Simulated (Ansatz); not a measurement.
## 3-layer 1T-SnSe2 (AB) in a perpendicular field

Aim: how the 3-layer 1T-SnSe2 (AB) screens a field along its normal, and what the field does to its bands. A positive field points along +c.

Program: Ansatz 0.2.0. Level of theory: plane-wave DFT, PBE-D3(BJ), Ansatz PAW. Values are calculated unless marked as measured.

The raw output is cut from this account; settings, times and results stay.

### 1. The structure

The cell holds 9 atoms: 6 Se and 3 Sn. Its edges and angles: a = 3.870 Å, b = 3.870 Å, c = 56.031 Å, α = 90.0°, β = 90.0°, γ = 120.0°. Regions: layer 1: 1T-SnSe2, 3 atoms (2 Se and 1 Sn); layer 2: 1T-SnSe2, 3 atoms (2 Se and 1 Sn); layer 3: 1T-SnSe2, 3 atoms (2 Se and 1 Sn). Vacuum lies along c.

Coordinates:

```cif
data_structure
_symmetry_space_group_name_H-M 'P 1'
_symmetry_Int_Tables_number 1
_cell_length_a 3.8700
_cell_length_b 3.8700
_cell_length_c 56.0315
_cell_angle_alpha 90.000
_cell_angle_beta 90.000
_cell_angle_gamma 120.000
_cell_volume 726.75
loop_
_atom_site_label
_atom_site_type_symbol
_atom_site_fract_x
_atom_site_fract_y
_atom_site_fract_z
_atom_site_occupancy
Se1 Se 0.66667 0.33333 0.38817 1
Sn2 Sn 0.00000 0.00000 0.40701 1
Se3 Se 0.33333 0.66667 0.42584 1
Se4 Se 0.00000 0.00000 0.48117 1
Sn5 Sn 0.33333 0.66667 0.50000 1
Se6 Se 0.66667 0.33333 0.51883 1
Se7 Se 0.66667 0.33333 0.57416 1
Sn8 Sn 0.00000 0.00000 0.59299 1
Se9 Se 0.33333 0.66667 0.61183 1
```

### 2. Relaxation

The starting cell is a guess, so the in-plane lattice and the atoms are relaxed first, with the slab cut off from its images along the normal.

Contents of input.yaml:

```yaml
crystal:
  lattice:
    - [3.87, 0.0, 0.0]
    - [-1.935, 3.3515183126, 0.0]
    - [0.0, 0.0, 56.0314671298]
  atoms:
    - { symbol: Se, position: [0.6666666667, 0.3333333333, 0.3881747367] }
    - { symbol: Sn, position: [0.0, 0.0, 0.4070078063] }
    - { symbol: Se, position: [0.3333333333, 0.6666666667, 0.4258408759] }
    - { symbol: Se, position: [0.0, 0.0, 0.4811669304] }
    - { symbol: Sn, position: [0.3333333333, 0.6666666667, 0.5] }
    - { symbol: Se, position: [0.6666666667, 0.3333333333, 0.5188330696] }
    - { symbol: Se, position: [0.6666666667, 0.3333333333, 0.5741591241] }
    - { symbol: Sn, position: [0.0, 0.0, 0.5929921937] }
    - { symbol: Se, position: [0.3333333333, 0.6666666667, 0.6118252633] }
  periodic: [true, true, false]
kpoints:
  mp_grid: { grid: [12, 12, 1] }
hamiltonian:
  xc: pbe
  dispersion: d3bj
scf:
  occupations: { method: fermi_dirac, width: 0.05 }
  convergence: { dr2_threshold: 1.0e-09 }
relax:
  f_tol: 0.004
  max_steps: 90
  cell: {}
output:
  write_potential: true
  write_density: true
  volumetric_format: npy
```

Run with:

```bash
ansatz run input.yaml --threads 4 --pin off --max-ram 8192MiB --backend cpu --events-out ev --progress --plain --runs-dir out
```

Wall time 12 min (4 threads of Arm Neoverse V1, shared host); peak memory 2.1 GiB; 47 min of CPU time.

Relaxation path:

| step | energy less that of the first step (eV) | largest force component (eV/Å) | volume (Å³) |
| --- | --- | --- | --- |
| 1 | 0.0000 | 5.1942 | 726.75 |
| 2 | -4.8015 | 2.7112 | 753.77 |
| 3 | -6.3535 | 1.7721 | 761.58 |
| 4 | -7.0213 | 1.0943 | 764.46 |
| 5 | -7.4298 | 0.9493 | 757.07 |
| 6 | -7.7430 | 0.4276 | 747.39 |
| 7 | -8.0229 | 0.3059 | 735.33 |
| 8 | -8.2097 | 0.1728 | 723.55 |
| 9 | -8.3345 | 0.0954 | 718.31 |
| 10 | -8.3999 | 0.0519 | 713.63 |
| 11 | -8.4212 | 0.0175 | 710.54 |
| 12 | -8.4227 | 0.0326 | 708.90 |
| 13 | -8.4229 | 0.0239 | 708.26 |
| 14 | -8.4229 | 0.0015 | 709.83 |
| 15 | -8.4230 | 0.0002 | 709.49 |
| 16* | -8.4218 | 0.0004 | 709.49 |
| 17 | -8.4218 | 0.0004 | 709.12 |
| 18* | -8.4218 | 0.0004 | 709.12 |

Relaxation steps marked * repeat the geometry before them on a plane-wave basis chosen anew for their cell, so energy and pressure can jump there.

Forces are held to the 6 operations that the program found; a distortion that breaks them can't arise in this run.

| cell as run | before | after | change |
| --- | --- | --- | --- |
| a (Å) | 3.870 | 3.823 | -1.2 % |
| b (Å) | 3.870 | 3.823 | -1.2 % |

The atoms that moved most (Å, along periodic axes as changes of fractional coordinates times the final cell, across vacuum about the mean position):

| atom | dx | dy | dz | length |
| --- | --- | --- | --- | --- |
| Se9 | 0.000 | 0.000 | 1.992 | 1.992 |
| Se1 | 0.000 | 0.000 | -1.776 | 1.776 |
| Sn8 | 0.000 | 0.000 | 1.445 | 1.445 |
| Sn2 | 0.000 | 0.000 | -1.232 | 1.232 |
| Se7 | 0.000 | 0.000 | 0.898 | 0.898 |
| Se4 | 0.000 | 0.000 | -0.757 | 0.757 |
| Se3 | 0.000 | 0.000 | -0.689 | 0.689 |
| Se6 | 0.000 | 0.000 | 0.332 | 0.332 |

Numbers from this step:

* energy at zero smearing: -50892.8132 eV

The lattice constant a goes from 3.870 to 3.823 Å.

### 3. Single point, field 0, start network

A sawtooth potential applies the field, turning back in the middle of the vacuum. With the dipole correction the typed value is the field outside the slab. The induced dipole is small, so the SCF threshold is tight.

The cell differs from the one that the last finished run ended in (c 56.031 → 34.300 Å).

Contents of input.yaml:

```yaml
crystal:
  lattice:
    - [3.8227809573, 0.0, 0.0]
    - [-1.9113904787, 3.3106254222, 0.0]
    - [0.0, 0.0, 34.2997801933]
  atoms:
    - { symbol: Se, position: [0.6666666667, 0.3333333333, 0.2623923521] }
    - { symbol: Sn, position: [0.0, 0.0, 0.3090209053] }
    - { symbol: Se, position: [0.3333333333, 0.6666666667, 0.3556190145] }
    - { symbol: Se, position: [0.0, 0.0, 0.4440316587] }
    - { symbol: Sn, position: [0.3333333333, 0.6666666667, 0.4906469072] }
    - { symbol: Se, position: [0.6666666667, 0.3333333333, 0.5373131413] }
    - { symbol: Se, position: [0.6666666667, 0.3333333333, 0.6441815767] }
    - { symbol: Sn, position: [0.0, 0.0, 0.6909032087] }
    - { symbol: Se, position: [0.3333333333, 0.6666666667, 0.7376076479] }
kpoints:
  mp_grid: { grid: [12, 12, 1] }
  band_path:
    path: [[0, 0, 0], [0.5, 0, 0], [0.33333333, 0.33333333, 0], [0, 0, 0]]
    npoints: 16
hamiltonian:
  xc: pbe
  dispersion: d3bj
scf:
  occupations: { method: fermi_dirac, width: 0.02585 }
  convergence: { dr2_threshold: 1.0e-10 }
efield:
  axis: 3
  dipole_correction: true
  ramp_position: 0.97
  ramp_width: 0.06
  amplitude: 0
output:
  dos: { projected: true, e_range: [-6, 5] }
  write_potential: true
  write_density: true
  volumetric_format: npy
  elf: true
```

It took 60 s on 4 threads; peak memory 1.8 GiB; 4 min of CPU time.

This step gave:

```yaml
dipole_along_the_normal: -3.46e-4 e·Å
gap_along_the_path: 0.4568 eV
smallest_direct_gap_along_the_path: 0.7703 eV
ionisation_energy_upper_face: 5.924 eV
electron_affinity_upper_face: 5.467 eV
gap_the_smaller_of_path_and_mesh: 0.4568 eV
```

Running mean over a fixed 2.7 Å (it still follows the layers) of the planar mean; the ramp of the sawtooth is left out. The electron's electrostatic potential energy less the Fermi level by z:

z (Å), electron's electrostatic potential energy less the Fermi level (eV) and a bar from the least value:
```
        4       5.68 ##############################
        5       5.67 ##############################
        6       5.64 ##############################
        7       4.91 ###########################
        8       2.13 ##################
        9      -1.18 #######
       10      -2.79 #
       11      -2.98 
       12      -1.67 #####
       13       1.07 ##############
       14       1.61 ################
       15      -0.61 ########
       16      -2.56 ##
       17      -3.09 
       18      -2.06 ####
       19       0.59 #############
       20       3.21 ######################
       21       2.26 ##################
       22      -0.94 #######
       23      -2.68 #
       24      -3.01 
       25      -1.81 ####
       26       1.13 ##############
       27       4.19 #########################
       28       5.59 ##############################
       29       5.68 ##############################
       30       5.68 ##############################
       31       5.68 ##############################
```

The density of states has structure finer than the step of the table below, so its rows give means over 0.25 eV. Peaks (eV: height): -2.970: 9.21, -2.690: 9.20, -1.450: 25.0, -1.260: 17.0, -1.070: 18.7, -0.620: 15.2, 1.500: 7.96.

Density of states against energy, zero at the Fermi level of the run, which the smearing sets inside the gap; means over each step:

| energy (eV) | density of states (states/eV a cell) |
| --- | --- |
| -5.75 | 0.563 |
| -5.50 | 0 |
| -5.25 | 0 |
| -5.00 | 0 |
| -4.75 | 1.25 |
| -4.50 | 4.64 |
| -4.25 | 6.04 |
| -4.00 | 3.28 |
| -3.75 | 4.04 |
| -3.50 | 4.43 |
| -3.25 | 5.46 |
| -3.00 | 7.18 |
| -2.75 | 8.05 |
| -2.50 | 8.21 |
| -2.25 | 5.37 |
| -2.00 | 4.11 |
| -1.75 | 5.29 |
| -1.50 | 9.63 |
| -1.25 | 8.78 |
| -1.00 | 10.7 |
| -0.75 | 11.8 |
| -0.50 | 9.92 |
| -0.25 | 1.95 |
| 0.00 | 0 |
| 0.25 | 0.216 |
| 0.50 | 0.902 |
| 0.75 | 1.85 |
| 1.00 | 2.80 |
| 1.25 | 4.12 |
| 1.50 | 5.76 |
| 1.75 | 5.01 |
| 2.00 | 2.97 |

Projected DOS per atom over height of the atomic layer and energy from the Fermi level. Layers: Se Sn Se Se Sn Se Se Sn Se from below.

Ten even steps from '_' (0.00 states/eV) to '@' (1.98 states/eV), each cell a mean:
```
..................
::--::::--::------
::::::::::::::::::
..................
__________________
__________________
::__::::__::..__..
%%__%%@@__@@@@__@@
@@__%%**__**@@__@@
##..****..##**..##
==..--==..==--..--
--..----..--::..::
==::====--====--==
==--++==--==++--++
--::----::----::--
::::::::::::::::::
....::::..::::::::
::--------------::
............__..__
__________________
__________________
__________________
```
Columns: height of the atomic layer (Å) from 9 to 25.3 (not evenly spaced); rows upwards: energy from the Fermi level (eV) from -5.96 to 2.14.

Electronic bands along the path, in eV, zero at the Fermi level of the run, which the smearing sets inside the gap:

| point | band 66 | band 67 | band 68 | band 69 | band 70 | band 71 | band 72 | band 73 |
| --- | --- | --- | --- | --- | --- | --- | --- | --- |
| Γ | -0.36 | -0.36 | -0.33 | -0.33 | 0.98 | 1.45 | 1.95 | 2.81 |
| halfway | -0.61 | -0.52 | -0.40 | -0.33 | 1.40 | 1.54 | 1.65 | 3.59 |
| M | -0.78 | -0.67 | -0.64 | -0.56 | 0.21 | 0.48 | 0.72 | 3.58 |
| halfway | -1.20 | -1.11 | -0.88 | -0.70 | 1.00 | 1.24 | 1.49 | 4.44 |
| K | -1.25 | -1.20 | -1.18 | -0.84 | 1.47 | 1.51 | 1.54 | 4.37 |
| halfway | -1.10 | -1.08 | -0.73 | -0.38 | 1.71 | 1.88 | 2.01 | 4.23 |
| Γ | -0.36 | -0.36 | -0.33 | -0.33 | 0.98 | 1.45 | 1.95 | 2.81 |

Electrostatic potential energy in the ca plane at fractional y = 0.000, with atoms of Sn and Se within 0.2 Å of it. With pseudopotentials it is smooth inside the atoms' cores, unlike the true potential.

Values in eV, 6 rows by 16 columns, each cell a mean:
```
  7   7   7   7   7   7   7   1  -6  -7   3   7  -2 -11  -7   5
  7   7   7   7   7   7   6   3  -6  -5   3   6   5  -4   0   2
  7   7   7   7   7   7   4   1   3   3   1   5   7   5   0  -3
  7   7   7   7   7   7   5   1   2   2   1   5   6   4   0  -2
  7   7   7   7   7   7   6   3 -10  -8   4   6   3 -10  -1   3
  7   7   7   7   7   7   7   0  -2  -5   2   7  -4  -8  -8   5
```
Columns run along c (16.0 Å, from fractional 0.05 to 0.52 of the cell; values clipped at the 3rd and 97th percentile), rows up along a (3.8 Å). Atoms in or near the plane, at fractional coordinates: Sn at (0.31, 0.00), Se at (0.44, 0.00).

ELF in the ca plane at fractional y = 0.000, with atoms of Sn and Se within 0.2 Å of it. It is the smooth field of the valence electrons, not physical close to the nuclei.

Ten even steps from '0' (0.00) to '9' (0.85), each cell a mean:
```
00000000000000000000222000222100179963687310
00000000000000000012333222333210048998886311
00000000000000012355654333356542015888874223
00000000000000124677775323577775101345543234
00000000000000136788875212578887200001222235
00000000000000135788875212578886200122332235
00000000000000013567764323467763003677753234
00000000000000001233443333344321037999885312
00000000000000000001233101232100169986786310
00000000000000000000222000222000189941587300
```
Columns run along c (16.0 Å, from fractional 0.05 to 0.52 of the cell), rows up along a (3.8 Å). Atoms in or near the plane, at fractional coordinates: Sn at (0.31, 0.00), Se at (0.44, 0.00).

Valence density in the ca plane at fractional y = 0.000, with atoms of Sn and Se within 0.2 Å of it. It is the smooth field of the valence electrons, not physical close to the nuclei.

Ten steps, logarithmic in the rise over the least value, from '0' (0 e/Å³) to '9' (34 e/Å³), each cell a mean:
```
00000000000000000000013676310000001478621000
00000000000000000000012343210000001234321000
00000000000000000000011111110000000111111000
00000000000000000001111000111100000000001111
00000000000000000011110000011110000000001111
00000000000000000001111000011110000000001111
00000000000000000000111111111100000011111111
00000000000000000000011222110000000122211000
00000000000000000000012565310000001356421000
00000000000000000000013687410000001489731000
```
Columns run along c (16.0 Å, from fractional 0.05 to 0.52 of the cell), rows up along a (3.8 Å). Atoms in or near the plane, at fractional coordinates: Sn at (0.31, 0.00), Se at (0.44, 0.00).

The gap is 0.46 eV, with the valence edge 5.92 eV and the conduction edge 5.47 eV under the upper vacuum level.

### 4. Single point, field 0.05 V/Å

input.yaml, as its differences from that of step 3:

```diff
@@ -31,5 +31,4 @@
   ramp_width: 0.06
-  amplitude: 0
+  amplitude: 0.05
 output:
-  dos: { projected: true, e_range: [-6, 5] }
   write_potential: true
@@ -37,2 +36 @@
   volumetric_format: npy
-  elf: true
```

Wall time 63 s (4 threads); peak memory 1.6 GiB; 4.2 min of CPU time.

The dipole is 0.0571 e·Å, and the gap 0.408 eV.

### 5. Single point, field -0.05 V/Å

input.yaml, as its differences from that of step 4:

```diff
@@ -31,3 +31,3 @@
   ramp_width: 0.06
-  amplitude: 0.05
+  amplitude: -0.05
 output:
```

Run time: 59 s. Hardware: 4 threads; peak memory 1.6 GiB; 3.9 min of CPU time.

The dipole is -0.0578 e·Å, and the gap 0.456 eV.

### 6. Single point, field 0.1 V/Å

input.yaml, as its differences from that of step 5:

```diff
@@ -29,5 +29,5 @@
   dipole_correction: true
-  ramp_position: 0.97
-  ramp_width: 0.06
-  amplitude: -0.05
+  ramp_position: 0.9679
+  ramp_width: 0.0641
+  amplitude: 0.1
 output:
```

Wall time 65 s (4 threads); peak memory 1.6 GiB.

The dipole is 0.115 e·Å, and the gap 0.333 eV.

### 7. Single point, field -0.1 V/Å

input.yaml, as its differences from that of step 6:

```diff
@@ -31,3 +31,3 @@
   ramp_width: 0.0641
-  amplitude: 0.1
+  amplitude: -0.1
 output:
```

Run time: 65 s. Hardware: 4 threads; peak memory 1.6 GiB; 4.3 min of CPU time.

The dipole is -0.115 e·Å, and the gap 0.440 eV.

### 8. Atoms held, field 0.2 V/Å

input.yaml, as its differences from that of step 7:

```diff
@@ -31,3 +31,3 @@
   ramp_width: 0.0641
-  amplitude: -0.1
+  amplitude: 0.2
 output:
```

Run time: 64 s. Hardware: 4 threads; peak memory 1.6 GiB; 4.2 min of CPU time.

The dipole is 0.232 e·Å, and the gap 0.196 eV.

### 9. Single point, field -0.2 V/Å

input.yaml, as its differences from that of step 8:

```diff
@@ -31,3 +31,3 @@
   ramp_width: 0.0641
-  amplitude: 0.2
+  amplitude: -0.2
 output:
```

Elapsed: 61 s, on 4 threads; peak memory 1.6 GiB.

The dipole is -0.231 e·Å, and the gap 0.355 eV.

### 10. Atoms held, field 0.3 V/Å

input.yaml, as its differences from that of step 9:

```diff
@@ -29,5 +29,5 @@
   dipole_correction: true
-  ramp_position: 0.9679
-  ramp_width: 0.0641
-  amplitude: -0.2
+  ramp_position: 0.9658
+  ramp_width: 0.0683
+  amplitude: 0.3
 output:
```

It took 62 s on 4 threads; peak memory 1.6 GiB.

The dipole is 0.355 e·Å, and the gap 0.120 eV.

(Continued in part 2 of 2.)

[Long decimals in the printed logs are rounded to 6 places.]

[Logs are printed without paths, hosts, clocks, repeated set-up lines and the standing remarks that a program may print on its own settings, such as how far it seeks lower states.]

[Hosts, paths, dates, database ids (printed as entryN), source tags and the programs' standing remarks are cut or masked in the printed files.]

[Maps of the electrostatic potential energy from Ansatz leave out the sawtooth potential of an applied field or a dipole correction, so their vacuum need not be flat; planar profiles and work functions include it.]

[The density of states shown here was stored with 400 of the rows of the run's finer table, so its peaks can read low, often by over a quarter, or be missed, and its means over a window can be off by a tenth or more.]
